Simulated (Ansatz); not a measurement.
# Heat carried by phonons in BN (F-43m), part 2 of 3

Aim: the lattice thermal conductivity of BN against temperature, and which phonons carry it. The starting cell is a computed one from a database.

Experimental results on record:
- thermal conductivity 760 W/m/K near room temperature (given in “Combining the AFLOW GIBBS and Elastic Libraries to efficiently and robustly screen thermo-mechanical properties of solids”, 2017, arXiv:1611.05714)

Ansatz 0.2.0; DFT LDA, scalar-relativistic, plane waves, PAW; PAW set soft_1.

So far. Step 2 (A first coarse run): The start is under -14 GPa at this level and looks like an insulator or semiconductor on this mesh. Step 5 (Relaxing to small residual forces and stress): The residual pressure is -0.0080 GPa, small enough for phonons. The relaxed cell has a = 3.580 Å (conventional setting).

### 6. Anharmonic force constants and conductivity

The supercell must be wider than twice the pair cutoff, and the number of displaced cells grows with the pairs inside it, which is where the cost lies.

input.yaml

```yaml
crystal:
  lattice:
    - [0.0, 1.7899255272, 1.7899255272]
    - [1.7899255272, 0.0, 1.7899255272]
    - [1.7899255272, 1.7899255272, 0.0]
  atoms:
    - { symbol: B, position: [0.0, 0.0, 0.0] }
    - { symbol: "N", position: [0.75, 0.75, 0.75] }
kpoints:
  mp_grid: { grid: [12, 12, 12] }
hamiltonian:
  xc: lda
  pseudopotentials: { kind: paw, azcp: { folder: soft_1 }, xc_functional: pbe }
scf:
  occupations: { method: fixed }
  lower_state_search: "off"
output:
  eigenvalues: true
phonons:
  method: fd
  dielectric: true
  supercell: [4, 4, 4]
  temperatures: { t_max: 1000, t_step: 50 }
  qpath:
    path:
      - [[0.0, 0.0, 0.0], [0.5, 0.0, 0.5], [0.5, 0.25, 0.75], [0.375, 0.375, 0.75], [0.0, 0.0, 0.0], [0.5, 0.5, 0.5], [0.625, 0.25, 0.625], [0.5, 0.25, 0.75], [0.5, 0.5, 0.5], [0.375, 0.375, 0.75]]
      - [[0.625, 0.25, 0.625], [0.5, 0.0, 0.5]]
    npoints: 10
  third_order: { supercell: [4, 4, 4], pair_cutoff: 4.8 }
  lattice_thermal_conductivity:
    qmesh: [29, 29, 29]
    temperatures: [100.0, 150.0, 200.0, 300.0, 400.0, 500.0, 600.0, 800.0]
    isotope_mass_variance:
      - { species: B, variance: 0.001354 }
      - { species: "N", variance: 1.838e-05 }
    solution: relaxation_time
```

Launch:

```sh
$ ansatz run input.yaml --threads 18 --pin off --max-ram 92160MiB --backend cuda --events-out ev --progress --plain --runs-dir out --max-vram 78GiB
```

Numbers of over 12 decimals in the logs are rounded to 6 here.

What it wrote:

```text
Warning: phonons: the dynamical matrix that this run interpolates holds no multipole term above the dipole-dipole one, and a site of this crystal is no centre of inversion, so its interpolated transverse optical and acoustic branches and sound speeds can stay off near Gamma, and the density of states and the thermodynamics with them. What a run solves at a wave vector of phonons.qpoints, Gamma apart, where the deck admits one, is free of this, and under fd what a larger phonons.supercell samples
Warning: phonons.dielectric: true without phonons.rigid_motions: the static dielectric tensor ε⁰ will be withheld (ε∞, Z* and the rows of modes are given); for a crystal or a slab, whose only rigid motions are the translations, set phonons.rigid_motions: translations
[...]
Crystal: 128 atoms, lattice volume = 734.032 Å³
Basis set: ecut = 420 eV, 14331 PW (Γ)
Bands: 384, of which v1, the nominal top of the filled ones, is band 256 counted from 1 (255 counted from 0)
Symmetry: 1536 space group operations
k-points: 4 of 27 (time reversal used)
[...]
SCF iter   1: F=—  HF=-33694.154438 eV  |F-HF|=—  |Δ(HF+E_count)|=         —  Δρ=1.40e-7  dr2=4.96e-11  ethr=1.00e-12  ⟨swp⟩=3.0  Hψ=3548  notcnv=0
[...]
SCF iter   2: F=-33694.154438 eV  HF=-33694.154438 eV  |F-HF|=7.28e-12  |Δ(HF+E_count)|=  2.18e-11  Δρ=7.45e-8  dr2=1.58e-11  ethr=1.00e-12  ⟨swp⟩=3.0  Hψ=2902  notcnv=0
SCF 1 converged in 2 iterations: F = -33694.154438 eV  dr2 = 1.58e-11
[...]
Crystal: 2 atoms, lattice volume = 11.469 Å³
Basis set: ecut = 420 eV, 229 PW (Γ), exchange–correlation on 36×36×36 points (8 copies of the dense FFT grid, shifted against one another)
Bands: 8, of which v1, the nominal top of the filled ones, is band 4 counted from 1 (3 counted from 0)
Symmetry: 24 space group operations
k-points: 280 of 1728 (irreducible under 4 space group operations, time reversal used)
[...]
SCF iter   1: F=—  HF=-526.471164 eV  |F-HF|=—  |Δ(HF+E_count)|=         —  Δρ=8.99e-8  dr2=4.62e-13  ethr=2.63e-9  ⟨swp⟩=3.0  Hψ=19591  notcnv=0  defer=473
eigensolver tolerance schedule: the retry pair's looser diagonalisation over-reported the residual by 455508.61 of it (diagonalisation noise at 0.63 of the residual, at the tolerance the schedule requests for it); recorded, not acted on — ethr = c·dr2/N_el stays at c = 1.0e-1
[...]
SCF 2 converged in 2 iterations: F = -526.471164 eV  dr2 = 2.36e-13
[...]
SCF 3 converged in 7 iterations: F = -33694.154332 eV  dr2 = 1.18e-12
[...]
--- Phonons: 2 displaced members + reference (amplitude 0.0025 Å, Σ member SCF iterations 14) ---
  symmetry images taken by strict's conditions (phonons.symmetry_images: auto; settled by the asymmetry read); asymmetry of the core-correction force 1.2e-7 eV/Å at the most on a site, 1.2e-5 eV/Å summed over every site of the supercell
  ASR residual: 2.229e-4 → 0.000e0 eV/Å²; symmetrization residual: 3.476e-5 eV/Å²
  largest component of a force at the reference: 2.1e-17 eV/Å
  ASR residual per site (eV/Å²): 2.23e-4 1.71e-4
  Γ frequencies (cm⁻¹): 0.00 0.00 0.00 1066.73 1066.73 1066.73
  Unit cell's response to a homogeneous field, on a k mesh of 12×12×12: 1 representative field direction (Σ response iterations 6)
  ε∞ (high-frequency dielectric tensor):
        4.566099     0.000000     0.000000
       -0.000000     4.566099     0.000000
        0.000000     0.000000     4.566099
  ε⁰ (static dielectric tensor): not given — the deck does not say what the cell's rigid motions are, and on a molecule in a box or a wire the rigid rotations would enter the sum over the modes at Γ. For a crystal or a slab, whose only rigid motions are the translations, set phonons.rigid_motions: translations.
  Born effective charges Z* (e; rows j = field, columns β = displacement):
    site 0:
         1.87732   -0.00000    0.00000
         0.00000    1.87732    0.00000
        -0.00000   -0.00000    1.87732
    site 1:
        -1.87732    0.00000   -0.00000
        -0.00000   -1.87732   -0.00000
         0.00000    0.00000   -1.87732
  Z* charge neutrality: 1.276e-6 e pre-enforcement
  k-mesh period / interband length: 30.4 Å / 1.29 Å = 23.53 at k = (0.0000, -0.5000, -0.5000), direct gap 9.462 eV — 14 or more, which is no proof of convergence
  optical modes at Γ without the LO–TO term, one row a degenerate level:
      ω (cm⁻¹)  modes    IR ((D/Å)²/amu)
       1066.73      3            39.9796
  optical modes at Γ + LO–TO along q̂ = [1.0000, 0.0000, 0.0000]:
      ω (cm⁻¹)  modes    IR ((D/Å)²/amu)
       1066.73      2            26.6531
       1296.40      1            13.3265
  optical modes at Γ + LO–TO along q̂ = [0.0000, 1.0000, 0.0000]:
      ω (cm⁻¹)  modes    IR ((D/Å)²/amu)
       1066.73      2            26.6531
       1296.40      1            13.3265
  optical modes at Γ + LO–TO along q̂ = [0.0000, 0.0000, 1.0000]:
      ω (cm⁻¹)  modes    IR ((D/Å)²/amu)
       1066.73      2            26.6531
       1296.40      1            13.3265
  density of states and harmonic sums: on the 32×32×32 q-mesh, interpolated from the force constants of a 4×4×4 supercell (with the dipole–dipole term)
  largest difference from the sums on the solved wave vectors: F 5.27e-3 eV, S 9.41e-6 and C_V 3.94e-6 eV/K
  zero-point energy: 0.321308 eV/cell   skipped modes (ω ≤ 0): 3   left out of the sums: 1.53e-5 of the cell's modes: C_V's classical limit lies that fraction below 3 k_B per atom; for a crystal, a wire or a layer, F and S can be off by more, and a phonons.interpolated_qmesh denser along its periods is the remedy for the sampling
--- Third-order force constants: 428 member SCFs in a 4×4×4 supercell (pair cutoff 4.800 Å, amplitude 0.03 Å, SCF threshold 1.00e-9 eV, Σ member SCF iterations 3000) ---
[...]
sum-rule residual: 2.587e-1 → 6.909e-14 eV/Å³; symmetrization residual: 1.073e-1 eV/Å³; largest sum-rule correction relative to its orbit: 1.688e-1, on the orbit of the block of home site 0 with site 1 of cell (-2, -1, -1) and site 1 of cell (-2, -1, -1), whose norm before the correction was 9.319e-1 eV/Å³
--- Lattice thermal conductivity: 29×29×29 mesh (680 irreducible points), tetrahedron method ---
  three-phonon and isotope scattering only; four-phonon, boundary and, in a metal, phonon-electron scattering are left out
  each conductivity is what the modes' populations carry and what the coherences between them add
  conductivity (a third of the tensor's trace), W/(m K), in the relaxation-time approximation:
       T (K)   relaxation time
      100.00         6483.8710
      150.00         3084.0832
      200.00         1613.4964
      300.00          805.4776
      400.00          592.1583
      500.00          490.4028
      600.00          425.4713
      800.00          341.4152
```

It took 10 min on 1 × NVIDIA GB200 with 18 threads of Arm Neoverse V2, shared host; peak memory 2.6 GiB.

Numbers from this step:

- Γ frequencies: 0, 0, 0, 1067, 1067, 1067 cm⁻¹ (negative: imaginary)
- lowest frequency on the path: 0 cm⁻¹
- zero-point energy: 0.3213 eV/cell
- point group: -43m
- highest frequency: 1296 cm⁻¹
- Debye temperature from the second moment: 1665 K
- κ at 300 K (relaxation time): 805.5 W/m/K
- dipole term: run
- mean free path at half of κ: 318 nm
- share of κ above the three lowest branches: 0.002
- third-order blocks: 7118
- periodic aliases dropped: 3312
- largest relative sum-rule correction: 0.1688
- displaced cells, third order: 428

LO-TO term included. The phonon branches at the labelled points (cm⁻¹):

| point | branch 1 | branch 2 | branch 3 | branch 4 | branch 5 | branch 6 |
| --- | --- | --- | --- | --- | --- | --- |
| Γ | 0 | 0 | 0 | 1067 | 1067 | 1296 |
| halfway | 478 | 478 | 657 | 1016 | 1016 | 1272 |
| X | 705 | 705 | 930 | 930 | 1025 | 1166 |
| halfway | 741 | 754 | 916 | 936 | 1024 | 1109 |
| W | 793 | 816 | 887 | 990 | 994 | 1024 |
| halfway | 717 | 852 | 892 | 957 | 996 | 1069 |
| K | 667 | 873 | 893 | 943 | 987 | 1098 |
| halfway | 424 | 543 | 676 | 1016 | 1046 | 1225 |
| Γ | 0 | 0 | 0 | 1067 | 1067 | 1296 |
| halfway | 355 | 355 | 638 | 1036 | 1036 | 1260 |
| L | 488 | 488 | 986 | 1009 | 1009 | 1148 |
| halfway | 568 | 666 | 966 | 982 | 1019 | 1102 |
| U | 667 | 873 | 893 | 943 | 987 | 1098 |
| halfway | 717 | 852 | 892 | 957 | 996 | 1069 |
| W | 793 | 816 | 887 | 990 | 994 | 1024 |
| halfway | 602 | 698 | 957 | 973 | 1024 | 1088 |
| L | 488 | 488 | 986 | 1009 | 1009 | 1148 |
| halfway | 568 | 666 | 966 | 982 | 1019 | 1102 |
| K | 667 | 873 | 893 | 943 | 987 | 1098 |
| jump to U | 667 | 873 | 893 | 943 | 987 | 1098 |
| halfway | 696 | 758 | 922 | 933 | 1022 | 1138 |
| X | 705 | 705 | 930 | 930 | 1025 | 1166 |

The phonon branches as a text plot (rows in cm⁻¹):

```
   1269 |******               *********
   1215 |      *             *         **
   1161 |       ***        **            **             **     **
   1107 |          **   ***                *****     ***  *****
   1053 |****          *   ************         ** **
    999 |    ** **************         **************************
    945 |      ******  ****              *  ****** ***    *******
    891 |           *******             *      *****         **
    837 |      *     ***  **           *      * ****         **
    783 |     *     ***                      *    * *       *  *
    729 |        ****  *   **                    * *            *
    675 |    *  *       **   *              *  **   **     * ***
    621 |      *          * *         *      **      *    * *
    567 |   * *            * **            **         *   **
    513 |                   *        *    **          ****
    459 |    *                **       ***
    405 |  **                *      *
    351 |                     **      *
    297 | **                    *    *
    243 |                      **   *
    189 | *                     **
    135 |*                       * *
     81 |*                       * *
     27 |                         *
         Γ       X    W  K        Γ      L     U  W     L   K|U X
```

Table of lattice thermal conductivity, RTA xx by temperature:

```csv
temperature (K),"lattice thermal conductivity, RTA xx (W/m/K)"
100,6484
150,3084
200,1613
300,806
400,592
500,490
600,426
800,341
```

Phonopy on the run's constants, 21x21x21 mesh, Gaussian sigma 9.7 cm⁻¹. The modes by wavenumber; read off at these points; values in 1/cm⁻¹/cell:

| wavenumber (cm⁻¹) | B | N |
| --- | --- | --- |
| 0.0 | 8.2e-6 | 1.0e-5 |
| 50.0 | 4.7e-7 | 4.7e-7 |
| 100.0 | 3.0e-5 | 4.0e-5 |
| 150.0 | 1.3e-4 | 1.7e-4 |
| 200.0 | 1.5e-4 | 1.9e-4 |
| 250.0 | 2.3e-4 | 3.0e-4 |
| 300.0 | 3.9e-4 | 5.0e-4 |
| 350.0 | 6.5e-4 | 8.4e-4 |
| 400.0 | 7.8e-4 | 0.00101 |
| 450.0 | 0.00106 | 0.00136 |
| 500.0 | 0.00227 | 0.00293 |
| 550.0 | 0.00229 | 0.00293 |
| 600.0 | 0.00243 | 0.00307 |
| 650.0 | 0.00267 | 0.00333 |
| 700.0 | 0.00291 | 0.00354 |
| 750.0 | 0.00206 | 0.00261 |
| 800.0 | 0.00180 | 0.00259 |
| 850.0 | 0.00161 | 0.00244 |
| 900.0 | 0.00245 | 0.00589 |
| 950.0 | 0.00625 | 0.00609 |
| 1000.0 | 0.0113 | 0.00925 |
| 1020.6 | 0.0149 | 0.0117 |
| 1050.0 | 0.00573 | 0.00443 |
| 1100.0 | 0.00389 | 0.00218 |
| 1150.0 | 0.00348 | 0.00152 |
| 1200.0 | 0.00254 | 0.00147 |
| 1250.0 | 0.00206 | 0.00137 |
| 1300.0 | 3.8e-4 | 2.8e-4 |

Distinct triplets, nearest first. Third order norms, by row:

```csv
sites,side 1 (Å),side 2 (Å),side 3 (Å),norm of the 27 components (eV/Å³)
B-B-B,0,0,0,214.4
N-N-N,0,0,0,214.5
B-N-N,0,1.55,1.55,99.47
B-N-B,0,1.55,1.55,101.5
B-N-N,1.55,1.55,2.53,2.841
B-N-B,1.55,1.55,2.53,2.866
B-B-B,0,2.53,2.53,5.45
B-B-B,2.53,2.53,2.53,0.312
B-B-B,2.53,2.53,2.53,1.012
N-N-N,0,2.53,2.53,9.19
N-N-N,2.53,2.53,2.53,0.58
N-N-N,2.53,2.53,2.53,0.593
B-N-N,1.55,2.53,2.97,0.731
B-N-B,1.55,2.53,2.97,0.599
B-N-N,0,2.97,2.97,1.16
B-N-N,2.53,2.97,2.97,0.159
B-N-N,2.53,2.97,2.97,0.141
B-N-B,2.53,2.97,2.97,0.065
B-N-B,2.53,2.97,2.97,0.107
B-N-B,0,2.97,2.97,1.115
B-B-B,2.53,2.53,3.58,0.159
N-N-N,2.53,2.53,3.58,0.072
B-N-B,1.55,2.97,3.58,0.233
B-N-N,1.55,2.97,3.58,0.14
B-B-B,0,3.58,3.58,0.766
N-N-N,0,3.58,3.58,0.282
B-N-N,1.55,2.53,3.9,1.157
B-N-B,1.55,2.53,3.9,0.677
B-N-N,2.53,2.97,3.9,0.159
B-N-B,2.53,2.97,3.9,0.25
```

Born charge (rows field, columns displacement) (e), principal values of the symmetric part by kind of site:

```
atom  atoms with these values    low  middle   high   mean
  B1                        1   1.88    1.88   1.88   1.88
  N2                        1  -1.88   -1.88  -1.88  -1.88
```

In full for B1:

```
1.88 0.00 0.00
0.00 1.88 0.00
0.00 0.00 1.88
```

RTA, 300 K. Kappa by branch, by row:

| branch (by rank) | mean frequency (THz) | mean rms speed (km/s) | median lifetime (ps) | share of kappa |
| --- | --- | --- | --- | --- |
| 1 | 16.69 | 6.05 | 14.7 | 0.451 |
| 2 | 19 | 7.97 | 11.1 | 0.317 |
| 3 | 24.69 | 6.66 | 7.25 | 0.229 |
| 4 | 29.55 | 1.57 | 1.36 | 0 |
| 5 | 30.56 | 1.66 | 0.945 | 0 |
| 6 | 34.9 | 3.55 | 1.8 | 0.002 |

Table of spectral kappa at 300 K, relaxation time (W/m/K/THz) by frequency; read off at these points:

frequency (THz), spectral kappa at 300 K, relaxation time (W/m/K/THz) and a bar:
```
      0.5        0.0 
      1.5       17.9 #########
      2.5       60.3 ##############################
      3.5       34.0 #################
      4.5       36.0 ##################
      5.5       38.6 ###################
      6.5       44.9 ######################
      7.5       40.9 ####################
      8.5       42.2 #####################
      9.5       45.8 #######################
     10.5       46.0 #######################
     11.5       45.6 #######################
     12.5       41.6 #####################
     13.5       47.5 ########################
     14.5       37.4 ###################
     15.5       34.8 #################
     16.5       33.3 #################
     17.5       29.8 ###############
     18.5       26.5 #############
     20.5       18.6 #########
     21.5       14.3 #######
     22.5       13.6 #######
     23.5       11.1 ######
     24.5        7.6 ####
     25.5        5.7 ###
     26.5        4.1 ##
     27.5        2.8 #
     28.5        0.9 
     29.5        0.3 
     30.5        0.2 
     31.5        0.1 
     32.5        0.2 
     33.5        0.3 
     34.5        0.3 
     35.5        0.2 
     36.5        0.1 
     37.5        0.1 
     38.5        0.0
```

Relaxation-time solution. Share of κ carried by shorter paths against mean free path:

```csv
mean free path (nm),100 K,300 K,800 K
1.47,0,0,0.001
2.15,0,0,0.003
3.16,0,0,0.005
4.64,0,0.001,0.009
6.81,0,0.001,0.017
10,0,0.002,0.024
14.7,0,0.003,0.027
21.5,0,0.003,0.046
31.6,0,0.005,0.139
46.4,0,0.014,0.566
68.1,0,0.059,0.792
100,0,0.183,0.863
147,0,0.293,0.91
215,0.001,0.378,0.938
316,0.002,0.498,0.951
464,0.002,0.603,0.958
681,0.004,0.691,0.969
1000,0.006,0.764,0.977
1470,0.01,0.82,0.977
2150,0.016,0.862,0.986
3160,0.025,0.883,1
4640,0.042,0.922,1
6810,0.061,0.937,1
10000,0.091,0.945,1
14700,0.127,0.981,1
21500,0.188,1,1
31600,0.243,1,1
46400,0.339,1,1
68100,0.404,1,1
1.0e5,0.583,1,1
1.5e5,0.599,1,1
2.2e5,0.675,1,1
3.2e5,0.675,1,1
4.6e5,1,1,1
```

(Continued in part 3 of 3.)

[Logs are printed without paths, hosts, clocks, repeated set-up lines and the standing remarks that a program may print on its own settings, such as how far it seeks lower states.]

[Hosts, paths, dates, database ids (printed as entryN), source tags and the programs' standing remarks are cut or masked in the printed files.]

[A step with changed settings may run another functional than the one named; its input shows which.]
